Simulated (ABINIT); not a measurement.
An input for ABINIT 10.8.3 (BaIBr (Pnma)):

```
acell 3*1.0 Angstrom
rprim 
  8.814460390000 0.000000000000 0.000000000000
  0.000000000000 5.124291030000 0.000000000000
  0.000000000000 0.000000000000 10.191678390000
ntypat 3
znucl 56 53 35
natom 12
typat 1 1 1 1 2 2 2 2 3 3 3 3
xred 
  0.728824540000 0.250000000000 0.375137030000
  0.271175460000 0.750000000000 0.624862970000
  0.771175460000 0.750000000000 0.875137030000
  0.228824540000 0.250000000000 0.124862970000
  0.471610560000 0.250000000000 0.831776550000
  0.528389440000 0.750000000000 0.168223450000
  0.028389440000 0.750000000000 0.331776550000
  0.971610560000 0.250000000000 0.668223450000
  0.856471900000 0.250000000000 0.066685850000
  0.143528100000 0.750000000000 0.933314150000
  0.643528100000 0.750000000000 0.566685850000
  0.356471900000 0.250000000000 0.433314150000
pp_dirpath "pseudos"
pseudos "Ba.upf, I.upf, Br.upf"
ecut 31
ngkpt 2 4 2
nshiftk 1
shiftk 0 0 0
kptopt 1
chksymbreak 0
nband 58
occopt 1
tolvrs 1e-08
nstep 60
prtwf 0
optforces 0
optstress 0
indata_prefix "in"
outdata_prefix "out"
tmpdata_prefix "tmp"
```

```sh
OMP_NUM_THREADS=1 mpirun -n 8 abinit run.abi > log
```

Q: How long will it take on 8 MPI ranks of Arm Neoverse V2, shared host, and how much memory?

It took 3 min; on shared hardware allow 90 s to 6 min. Peak host memory was 1.6 GiB.

[Paths, hosts, dates, memory and timing lines, banners, echoed tables and standing remarks are left out of the program output.]

[Logs are printed without paths, hosts, clocks, repeated set-up lines and the standing remarks that a program may print on its own settings, such as how far it seeks lower states.]

[Runs of the session that timed out or met a known fault of the program may be left out.]

[Hosts, paths, dates, database ids (printed as entryN), source tags and the programs' standing remarks are cut or masked in the printed files.]

[G0W0 gaps are taken among the corrected bands and points alone; a level outside them can change the order at an edge.]

[Where Ansatz stands beside ABINIT at settings called matched, ABINIT's density can come from a denser mesh and the files from another edition; pairs whose starting gaps differed by over 0.03 eV were left out, so agreement reads better than it is.]
